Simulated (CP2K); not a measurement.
Consider chloroacetaldehyde at its PBE geometry (Å).

```xyz
7

O     1.5611   -0.1328   -1.0885
C     0.9025   -0.0299   -0.0699
C    -0.6138   -0.0984   -0.0622
Cl   -1.2735    1.1678    1.0287
H     1.3784    0.1163    0.9286
H    -0.9391   -1.0717    0.3330
H    -1.0156    0.0487   -1.0698
```

Method: CP2K XAS_TDP, all-electron GAPW, PBEh(45%), aug-pc-1, TDA, no relativity.

**Question.** Where do the C K-edge lines lie, and how strong are they?

Leading lines: C2 281.32 eV and C3 282.79 eV. The leading line of an atom is its first one with 35 % of the strongest within 2.5 eV of its lowest line over the strength cut. 

The first six lines of each atom with a strength over 0.0015:

```tsv
atom	energy (eV)	states	strength, one atom
C2 (bonded to C, O and H)	281.32	1	0.0720
	286.62	1	0.0123
	287.20	1	0.0063
	287.56	1	0.0017
	288.11	1	0.0018
	288.32	1	0.0071
C3 (bonded to C, Cl and 2 H)	282.79	1	0.0459
	284.30	1	0.0158
	285.56	1	0.0164
	286.21	1	0.0255
	286.93	1	0.0043
	287.35	1	0.0040
```

Lines are vertical, at one geometry, with no vibrational structure. Without a correction of the core level, line positions, and the gaps between valence and Rydberg lines, follow the share of exact exchange. At this level such K lines come out 3 to 6 eV under measured ones. These values hold no scalar relativity, about 0.1 eV for C 1s. Rydberg lines, and the discretised continuum above threshold, depend on the basis and the box.

[Banner, clock and machine lines of the logs are left out without a mark of their own.]

[Logs are printed without paths, hosts, clocks, repeated set-up lines and the standing remarks that a program may print on its own settings, such as how far it seeks lower states.]

[Hosts, paths, dates, database ids (printed as entryN), source tags and the programs' standing remarks are cut or masked in the printed files.]
